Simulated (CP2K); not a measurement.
Two runs for the C K edge of 2-isocyanothiophene. Run A: CP2K XAS_TDP, all-electron GAPW, PBEh(45%), aug-cc-pVDZ, TDA, no relativity. Run B differs in one setting.

First lines with a strength over 0.0015. A:

```
                     atom  energy (eV)  states  strength, one atom
         C1 (bonded to N)       281.45       1              0.0642
                                281.48       1              0.0724
                                286.14       1              0.0043
                                287.18       1              0.0017
                                287.41       1              0.0050
C3 (bonded to C, N and S)       283.10       1              0.0443
                                285.20       1              0.0316
                                286.79       1              0.0029
                                287.22       1              0.0016
                                287.62       1              0.0110
 C4 (bonded to 2 C and H)       281.49       1              0.0445
                                284.21       1              0.0095
                                284.75       1              0.0093
                                285.11       1              0.0023
                                285.59       1              0.0085
 C5 (bonded to 2 C and H)       281.80       1              0.0432
                                283.51       1              0.0129
                                284.61       1              0.0111
                                284.95       1              0.0068
                                285.81       1              0.0030
C6 (bonded to C, S and H)       281.73       1              0.0492
                                284.42       1              0.0306
                                285.24       1              0.0143
                                285.40       1              0.0023
                                285.79       1              0.0059
```

B:

```
                     atom  energy (eV)  states  strength, one atom
         C1 (bonded to N)       288.44       1              0.0626
                                288.47       1              0.0706
                                293.12       1              0.0042
                                294.16       1              0.0016
                                294.39       1              0.0048
C3 (bonded to C, N and S)       287.84       1              0.0436
                                289.94       1              0.0311
                                291.53       1              0.0028
                                291.96       1              0.0016
                                292.36       1              0.0108
 C4 (bonded to 2 C and H)       286.98       1              0.0436
                                289.69       1              0.0094
                                290.24       1              0.0091
                                290.59       1              0.0023
                                291.08       1              0.0083
 C5 (bonded to 2 C and H)       287.42       1              0.0423
                                289.13       1              0.0127
                                290.23       1              0.0108
                                290.57       1              0.0066
                                291.43       1              0.0030
C6 (bonded to C, S and H)       286.85       1              0.0483
                                289.54       1              0.0300
                                290.36       1              0.0140
                                290.52       1              0.0022
                                290.91       1              0.0058
```

Which was it: the functional, GW2X switched on, the basis, scalar relativity switched on?

GW2X switched on. GW2X shifts an atom's lines together and keeps their spacings. Against PBEh(45%) in aug-cc-pVDZ, the leading lines move by +6.99 eV (C1, to 288.44), +4.74 eV (C3, to 287.84), +5.49 eV (C4, to 286.98), +5.62 eV (C5, to 287.42) and +5.12 eV (C6, to 286.85).

[Banner, clock and machine lines of the logs are left out without a mark of their own.]

[Logs are printed without paths, hosts, clocks, repeated set-up lines and the standing remarks that a program may print on its own settings, such as how far it seeks lower states.]

[Hosts, paths, dates, database ids (printed as entryN), source tags and the programs' standing remarks are cut or masked in the printed files.]
